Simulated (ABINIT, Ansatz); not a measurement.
# BaZrO3 (Pm-3m): zone-centre phonons, part 3 of 3

Wanted: the vibrations of BaZrO3 (Pm-3m) at Γ, by two programs.

ABINIT 10.8.3; DFT LDA, scalar-relativistic, plane waves, PseudoDojo norm-conserving pseudopotentials.

So far, mean static dielectric tensor (ions relaxed, fixed cell): step 6 (modes with the sum rule) 64.4.

### Step 7. Cross-check with Ansatz

The same cell goes through another code at the same cutoff. The files are of one family, but Ansatz's library holds files of its own making for some heavy elements, so those for Ba may differ.

This step: DFT LDA, scalar-relativistic, plane waves, norm-conserving pseudopotentials of its library (PseudoDojo's, some remade) (Ansatz 0.2.0).

Contents of input.yaml:

```yaml
crystal:
  lattice:
    - [4.1496906345, 0.0, 0.0]
    - [0.0, 4.1496906345, 0.0]
    - [0.0, 0.0, 4.1496906345]
  atoms:
    - { symbol: Ba, position: [0.0, 0.0, 0.0] }
    - { symbol: Zr, position: [0.5, 0.5, 0.5] }
    - { symbol: O, position: [0.0, 0.5, 0.5] }
    - { symbol: O, position: [0.5, 0.0, 0.5] }
    - { symbol: O, position: [0.5, 0.5, 0.0] }
kpoints:
  mp_grid: { grid: [6, 6, 6] }
hamiltonian:
  xc: lda
  pseudopotentials: { kind: nc, accuracy: standard }
scf:
  occupations: { method: fixed }
output:
  eigenvalues: true
basis:
  ecutwfc: 979.61
phonons:
  method: dfpt
  dielectric: true
  rigid_motions: translations
```

Command:

```bash
> ansatz run input.yaml --threads 4 --pin off --max-ram 16384MiB --backend cpu --events-out ev --progress --plain --runs-dir out
```

Output:

```text
Warning: basis.ecutwfc = 979.61 eV is below the records' recommended 1142.878222 eV, and the density's cutoff is lower with it unless basis.ecutrho_ratio is high enough to keep the records' density cutoff: compare with a run at a higher cutoff
Engine: ansatz 0.2.0, x86_64-unknown-linux-gnu
Pseudopotentials: kind: nc
Pseudopotential: Ba, nc, valence charge 10, recommended cutoff 770 eV (normal), Ba.nc.azcp (PseudoDojo's, or run here from an input of PseudoDojo's; its table is named by hamiltonian.pseudopotentials.accuracy)
Pseudopotential: Zr, nc, valence charge 12, recommended cutoff 952.398519 eV (normal), Zr.nc.azcp (PseudoDojo's, or run here from an input of PseudoDojo's; its table is named by hamiltonian.pseudopotentials.accuracy)
Pseudopotential: O, nc, valence charge 6, recommended cutoff 1142.878222 eV (normal), O.nc.azcp (PseudoDojo's, or run here from an input of PseudoDojo's; its table is named by hamiltonian.pseudopotentials.accuracy)
Functional definition: SPW92
  exchange = slater_x
  correlation = pw_c
Crystal: 5 atoms, lattice volume = 71.457 Å³
Basis set: ecut = 979.61 eV, 4945 PW (Γ), exchange–correlation on 90×90×90 points (8 copies of the dense FFT grid, shifted against one another)
Bands: 25, of which v1, the nominal top of the filled ones, is band 20 counted from 1 (19 counted from 0)
Symmetry: 48 space group operations
k-points: 80 of 216 (irreducible under 2 space group operations, time reversal used)
Non-local potential: Ba, projectors of the file, l = 0: 2, l = 1: 2, l = 2: 2, l = 3: 2
Non-local potential: Zr, projectors of the file, l = 0: 2, l = 1: 2, l = 2: 2
Non-local potential: O, projectors of the file, l = 0: 2, l = 1: 2, l = 2: 1
Initial density: superposition of atomic densities (chi_scale 0.1, normalization cell, long waves kept (reshape's long-wave potential 0.00 eV rms))
Initial wavefunctions: pseudopotential atomic-orbital guess
Functional: x = slater, c = lda
SCF iter   1: F=—  HF=-3501.839767 eV  |F-HF|=—  |Δ(HF+E_count)|=         —  Δρ=5.13e-2  dr2=1.24e0  ethr=3.10e-3  ⟨swp⟩=7.4  Hψ=9293  notcnv=0  defer=186
preconditioner: auto → Resta (q_TF=auto, 2.477 Å⁻¹)  ε∞=3.8  [insulator: Δε(μ)=2.891 eV  Ē_g=16.150 eV  n_scr=18 (ndim 8)  ℏωp=27.1 eV  f_vac=0.000  ε∞_Penn≈3.8]
SCF iter   2: F=—  HF=-3501.524207 eV  |F-HF|=—  |Δ(HF+E_count)|=   3.16e-1  Δρ=2.30e-2  dr2=3.50e-1  ethr=3.09e-3  ⟨swp⟩=3.2  Hψ=3602  notcnv=0  defer=202
SCF iter   3: F=—  HF=-3501.430602 eV  |F-HF|=—  |Δ(HF+E_count)|=   9.36e-2  Δρ=1.34e-2  dr2=8.92e-2  ethr=8.74e-4  ⟨swp⟩=3.9  Hψ=3622  notcnv=0  defer=211
SCF iter   4: F=—  HF=-3501.409900 eV  |F-HF|=—  |Δ(HF+E_count)|=   2.07e-2  Δρ=2.40e-3  dr2=1.78e-3  ethr=2.23e-4  ⟨swp⟩=3.3  Hψ=3436  notcnv=0  defer=215
SCF iter   5: F=—  HF=-3501.410165 eV  |F-HF|=—  |Δ(HF+E_count)|=   2.65e-4  Δρ=6.81e-4  dr2=1.53e-4  ethr=4.46e-6  ⟨swp⟩=2.9  Hψ=3740  notcnv=0  defer=232
SCF iter   6: F=—  HF=-3501.410153 eV  |F-HF|=—  |Δ(HF+E_count)|=   1.23e-5  Δρ=1.23e-4  dr2=4.00e-6  ethr=3.83e-7  ⟨swp⟩=2.2  Hψ=3099  notcnv=0  defer=229
SCF iter   7: F=—  HF=-3501.410096 eV  |F-HF|=—  |Δ(HF+E_count)|=   5.72e-5  Δρ=2.19e-5  dr2=1.81e-7  ethr=1.00e-8  ⟨swp⟩=2.5  Hψ=3691  notcnv=0  defer=229
SCF iter   8: F=—  HF=-3501.410096 eV  |F-HF|=—  |Δ(HF+E_count)|=  2.96e-10  Δρ=3.91e-6  dr2=6.57e-9  ethr=4.52e-10  ⟨swp⟩=2.1  Hψ=3259  notcnv=0  defer=229
SCF iter   9: F=-3501.410096 eV  HF=-3501.410096 eV  |F-HF|=2.46e-11  |Δ(HF+E_count)|=  2.51e-10  Δρ=3.61e-7  dr2=6.39e-11  ethr=1.00e-12  ⟨swp⟩=21.7  Hψ=23506  notcnv=0
SCF 1 converged in 9 iterations: F = -3501.410096 eV  dr2 = 6.39e-11
DFPT response loops at Γ: preconditioner auto → none (the input reference at scf.mixing.eps_inf says where Resta's filter doesn't serve); β = 0.50; Broyden in place of MSR1
── the response to a field inside a basis, on 6×6×6 k-points: an SCF that follows is theirs, and a resumed run solves both again ──
Bands: 21, of which v1, the nominal top of the filled ones, is band 20 counted from 1 (19 counted from 0)
k-points: 10 of 216
Initial density: handed on by an earlier stage of this run
Initial wavefunctions: pseudopotential atomic-orbital guess (no wavefunctions were taken with the density)
Eigensolver: Dense (10 Hₖ)
SCF iter   1: F=—  HF=-3501.406560 eV  |F-HF|=—  |Δ(HF+E_count)|=         —  Δρ=5.74e-4  dr2=2.04e-5  ethr=1.00e-1
preconditioner: auto → Resta (q_TF=auto, 2.477 Å⁻¹)  ε∞=4.3  [insulator: Δε(μ)=3.604 eV  Ē_g=15.012 eV  n_scr=18 (ndim 8)  ℏωp=27.1 eV  f_vac=0.000  ε∞_Penn≈4.3]
SCF iter   2: F=—  HF=-3501.406565 eV  |F-HF|=—  |Δ(HF+E_count)|=   4.47e-6  Δρ=2.94e-4  dr2=5.14e-6  ethr=5.11e-8
SCF iter   3: F=—  HF=-3501.406567 eV  |F-HF|=—  |Δ(HF+E_count)|=   2.16e-6  Δρ=8.28e-5  dr2=9.35e-7  ethr=1.28e-8
SCF iter   4: F=-3501.406567 eV  HF=-3501.406567 eV  |F-HF|=2.36e-10  |Δ(HF+E_count)|=   2.08e-8  Δρ=3.82e-6  dr2=5.23e-9  ethr=2.34e-9
SCF 1 converged in 4 iterations: F = -3501.406567 eV  dr2 = 5.23e-9
DFPT response loops at Γ: mixed as the last ones told, above
SCF converged after 9 iterations
Free energy (F): -3501.410096 eV
Harris-Foulkes:  -3501.410096 eV  (|F-HF|=2.46e-11)
Internal energy: -3501.410096 eV  (E = F + TS)
E sigma→0 (E₀):  -3501.410096 eV
Fermi energy:    9.909393 eV
--- Per-component energies (eV) ---
  E_band       = -82.461448
  E_kinetic    = 1476.505201
  E_local      = -2160.517057  (includes V_loc(G=0)·N_el)
  E_nonlocal   = 34.609381
  E_hartree    = 660.389608
  E_xc         = -791.583499
  E_vxc        = -753.837888  (∫ρ·V_xc dr)
  E_ewald      = -2720.813729
  E_smearing   = -0.000000  (= −TS)
  E_closure    = 0.000000  (closes the sum)
  Σ components = -3501.410096   (vs F -3501.410096, Δ=0.00e0)
--- Band table (eV; the first three rows and the last of 80) ---
  k-point 0: bands = [... 16 lower, 8.8553, 9.7591, 9.7591, 9.7591, 13.1109, 13.1109, 13.1109, 14.5917, ... 1 higher]
  k-point 1: bands = [... 16 lower, 8.6567, 9.0695, 9.6729, 9.6729, 13.1977, 13.7510, 13.7510, 15.0333, ... 1 higher]
  k-point 2: bands = [... 16 lower, 8.3110, 8.3338, 9.5698, 9.5698, 13.3925, 15.0362, 15.0362, 15.9514, ... 1 higher]
  k-point 79: bands = [... 16 lower, 7.3957, 9.9094, 9.9094, 9.9094, 16.0688, 16.0688, 16.0688, 17.1427, ... 1 higher]
--- Phonons (Γ-DFPT): 4 representative perturbations + reference, on 80 of 216 k-points (Σ response iterations 13) ---
  k mesh reduced under 2 symmetry operations, with k and −k counted as one. Each operation leaves every solved perturbation unchanged. A smaller set is not considered because the run solves the response to a homogeneous field
  ASR residual: 5.426e-4 → 0.000e0 eV/Å²; symmetrization residual: 6.814e-6 eV/Å²
  ASR residual per site (eV/Å²): 1.63e-4 5.43e-4 4.08e-4 4.08e-4 4.08e-4
  Γ frequencies (cm⁻¹): 0.00 0.00 0.00 88.84 88.84 88.84 167.68 167.68 167.68 193.20 193.20 193.20 524.91 524.91 524.91
  ε∞ (high-frequency dielectric tensor):
        4.893850     0.000000     0.000000
        0.000000     4.893850     0.000000
        0.000000     0.000000     4.893850
  ε⁰ (static dielectric tensor: ions relaxed, cell fixed):
       74.405360    -0.000000    -0.000000
       -0.000000    74.405360     0.000000
       -0.000000     0.000000    74.405360
  ε⁰ − ε∞ (ionic part):
       69.511510    -0.000000    -0.000000
       -0.000000    69.511510     0.000000
       -0.000000     0.000000    69.511510
  softest optical mode at Γ: 88.84 cm⁻¹; the repairs (sum rule, projections) moved no ω² at Γ by more than (2.94 cm⁻¹)²
  Born effective charges Z* (e; rows j = field, columns β = displacement):
    site 0:
         2.74532   -0.00000   -0.00000
        -0.00000    2.74532    0.00000
         0.00000    0.00000    2.74532
    site 1:
         6.09966   -0.00000   -0.00000
        -0.00000    6.09966    0.00000
         0.00000   -0.00000    6.09966
    site 2:
        -4.78024    0.00000   -0.00000
         0.00000   -2.03237    0.00000
         0.00000    0.00000   -2.03237
    site 3:
        -2.03237   -0.00000    0.00000
         0.00000   -4.78024    0.00000
        -0.00000    0.00000   -2.03237
    site 4:
        -2.03237    0.00000   -0.00000
        -0.00000   -2.03237    0.00000
         0.00000    0.00000   -4.78024
  Z* charge neutrality: 8.705e-3 e pre-enforcement
  solved inside a basis spanned on kpoints, on 6×6×6 k-points, its susceptibility summed on 10×10×10: ε∞ is read to err by 1.6e-2, Z* by 3.2e-2 e (field_mesh: kpoints solves on kpoints); Z* is corrected for what the basis lacks
  optical modes at Γ without the LO–TO term, one row a degenerate level:
      ω (cm⁻¹)  modes    IR ((D/Å)²/amu)
         88.84      3            40.5865
        167.68      3             0.0000
        193.20      3            59.8779
        524.91      3            66.1538
  optical modes at Γ + LO–TO along q̂ = [1.0000, 0.0000, 0.0000]:
      ω (cm⁻¹)  modes    IR ((D/Å)²/amu)
         88.84      2            27.0577
        135.30      1             0.1491
        167.68      3             0.0000
        193.20      2            39.9186
        364.06      1             6.4762
        524.91      2            44.1025
        713.19      1            48.9140
  optical modes at Γ + LO–TO along q̂ = [0.0000, 1.0000, 0.0000]:
      ω (cm⁻¹)  modes    IR ((D/Å)²/amu)
         88.84      2            27.0577
        135.30      1             0.1491
        167.68      3             0.0000
        193.20      2            39.9186
        364.06      1             6.4762
        524.91      2            44.1025
        713.19      1            48.9140
  optical modes at Γ + LO–TO along q̂ = [0.0000, 0.0000, 1.0000]:
      ω (cm⁻¹)  modes    IR ((D/Å)²/amu)
         88.84      2            27.0577
        135.30      1             0.1491
        167.68      3             0.0000
        193.20      2            39.9186
        364.06      1             6.4762
        524.91      2            44.1025
        713.19      1            48.9140
```

Run time: 58 s. Hardware: 4 threads of Intel Xeon Platinum 8488C (Sapphire Rapids), shared host; peak memory 2.2 GiB; 3.7 min of CPU time.

Read from the output:

```yaml
gap_on_the_k_mesh: 3.201 eV
sum_rule_residual_before_enforcement: 5.43e-4 eV/Å²
miss_of_the_charge_sum_rule: 0.008705 e
estimated_error_of_the_dielectric_tensor: 0.01580
estimated_error_of_the_born_charges: 0.03228 e
lowest_optical_zone_centre_mode: 88.84 cm⁻¹
mean_high_frequency_dielectric_constant: 4.894
largest_born_charge_in_size_third_of_the_trace: 6.100 e
mean_static_dielectric_constant: 74.41
highest_mode_moved_by_the_lo_to_term: 713.2 cm⁻¹
```

Transverse modes. Infrared lines, with heights relative to the strongest:

```csv
position (cm⁻¹),label,"IR intensity ((D/Å)²/amu), degenerate modes summed, relative"
89,T1u,61
168,T2u,0.0
193,T1u,91
525,T1u,100
```

### Step 8. The two compared: ABINIT PseudoDojo and Ansatz, library NC

Worked out from the results:

```yaml
root_mean_square_difference: 5.03 cm⁻¹
largest_difference: 8.5 cm⁻¹
```

Optical modes, paired by symmetry label. Frequencies side by side, by row:

```csv
q (reciprocal lattice),mode,ABINIT PseudoDojo (cm⁻¹),"Ansatz, library NC (cm⁻¹)"
0 0 0,4,97.3,88.8
0 0 0,5,97.3,88.8
0 0 0,6,97.3,88.8
0 0 0,7,173,167.7
0 0 0,8,173,167.7
0 0 0,9,173,167.7
0 0 0,10,194.1,193.2
0 0 0,11,194.1,193.2
0 0 0,12,194.1,193.2
0 0 0,13,524.9,524.9
0 0 0,14,524.9,524.9
0 0 0,15,524.9,524.9
```

The two runs side by side. Further quantities:

```csv
quantity,ABINIT PseudoDojo,"Ansatz, library NC"
mean ε∞,4.902,4.894
"largest Born charge in size (e; the first before, the second after the charge sum rule)",6.114,6.1
summed IR intensity ((D/Å)²/amu),167.5,166.6
```

At the zone centre the largest difference (acoustic modes at Γ apart) is 2 % of the highest mode, but 9 % of the mode at 97 cm⁻¹ on which it sits.

### Step 9. Outcome

| Item | Value |
| --- | --- |
| space group after relaxation | Pm-3m |
| volume per atom | 14.3 Å³ |
| highest optical zone-centre mode (no LO-TO term) | 524.9 cm⁻¹ |
| lowest optical zone-centre mode | 97.3 cm⁻¹ |
| highest mode moved by the LO-TO term | 714.0 cm⁻¹ |
| mean high-frequency dielectric constant | 4.90 |
| largest Born charge in size (third of the trace) | 6.11 e |
| mean static dielectric constant | 64.4 |
| imaginary optical modes at the zone centre (no q mesh in this session) | none |
| largest difference from Ansatz, library NC | 8.5 cm⁻¹ |

What this shows: At the LDA level the optical modes of BaZrO3 (Pm-3m) at the zone centre (no LO-TO term) run from 97 to 525 cm⁻¹. The base run prints -0.78 GPa, mostly the error of a finite basis; the relaxation, with a smoothed and higher cutoff, had brought the cell to rest. Along the directions run, the highest mode that the macroscopic field moves lies at 714 cm⁻¹. Lattice motion raises the mean dielectric constant from 4.902 to 64.45. ABINIT PseudoDojo and Ansatz, library NC differ by 5.0 cm⁻¹ in the root mean square and by 8.5 cm⁻¹ at most, 1.6 % of the highest mode compared (acoustic modes at Γ left out); the two use different potentials, and the cell was not relaxed for the second set. These are harmonic frequencies at zero temperature: anharmonic shifts and linewidths and thermal expansion are left out. Spin-orbit coupling is left out, which can matter for the heavy elements here. The published file for Ba has no f projectors, which tends to make oxide cells too large. Ansatz warns that the cutoff lies 14 % under the one recommended for these files; agreement at one cutoff is not convergence. The total energies of the two programs lie far apart, so at least one potential file in Ansatz's library differs from the published one read by the first program.

Computed beside measured:

```
                                       quantity  measured  LDA PseudoDojo norm-conserving, ABINIT  LDA norm-conserving PseudoDojo
                         lattice constant a (Å)    4.1947                          4.150 (-1.1 %)                               -
static dielectric constant (mean of the tensor)        36                         64.45 (+79.0 %)                74.41 (+106.7 %)
        infrared mode, TO1 at Gamma, T1u (cm⁻¹)       116                            97 (-16.1 %)                    89 (-23.4 %)
        infrared mode, TO2 at Gamma, T1u (cm⁻¹)       214                            194 (-9.3 %)                    193 (-9.7 %)
        infrared mode, TO3 at Gamma, T1u (cm⁻¹)       520                            525 (+0.9 %)                    525 (+0.9 %)
```

Measured values from pmc:9457899 (2022), arxiv:1312.3131 (2013) and arxiv:1907.02008 (2019).

Verdict: Measured modes were matched to the nearest mode of that symmetry; at LDA PseudoDojo norm-conserving, ABINIT, 3 of them have a partner, and the computed frequencies miss them by 8.8 % on average (mean signed -8.2 %), which is a clear miss. The lattice constant a is off by -1.1 %: fair agreement. The static dielectric constant is off by +79.0 % at LDA PseudoDojo norm-conserving, ABINIT. The grades are ours: good and fair within 0.7 and 1.5 % for the lattice constant a, 10 and 25 % for the static dielectric constant and 3 and 7 % for the infrared mode. For lattice constants, static dielectric constant and infrared mode the calculation has a static lattice, without zero-point motion or thermal expansion (measured at up to 300 K).

[Host names and launcher messages were left out of these logs when they were recorded.]

[Logs are printed without paths, hosts, clocks, repeated set-up lines and the standing remarks that a program may print on its own settings, such as how far it seeks lower states.]

[Hosts, paths, dates, database ids (printed as entryN), source tags and the programs' standing remarks are cut or masked in the printed files.]
